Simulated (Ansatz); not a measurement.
Rows from a G0W0 calculation on LiH (Fm-3m) (Ansatz 0.2.0; G0W0 on PBE, plane waves, PAW; 6×6×6 mesh, 17 empty bands, screening to 60 eV), in eV. Spin-orbit coupling is left out.

The database entry behind the starting cell differs from later determinations by our own check (the deuteride, about 0.2 % short), so it need not match the best structure at ambient conditions.

```tsv
row	Σx	Σc	Vxc	Z
A	-3.63	-3.38	-7.61	0.80
B	-2.62	-4.69	-8.17	0.75
C	-14.68	2.34	-11.35	0.76
D	-44.67	8.72	-28.94	0.75
```

Q: Which rows are filled states and which are empty ones, and how can one tell?

Filled: C and D. Empty: A and B. The sign of Σc tells: for a filled state bare exchange, which holds its interaction with itself, lies below Vxc (Σx − Vxc is -3.3 eV or lower here) and screening gives part back as a positive Σc. For an empty state Σx lies above Vxc (+4.0 eV or more) and the Coulomb hole leaves Σc negative.

[Paths, hosts, dates, memory and timing lines, banners, echoed tables and standing remarks are left out of the program output.]

[Logs are printed without paths, hosts, clocks, repeated set-up lines and the standing remarks that a program may print on its own settings, such as how far it seeks lower states.]

[Runs of the session that timed out or met a known fault of the program may be left out.]

[Cells called generated may have been cut or substituted from an entry of the Crystallography Open Database or the Materials Project.]

[Hosts, paths, dates, database ids (printed as entryN), source tags and the programs' standing remarks are cut or masked in the printed files.]
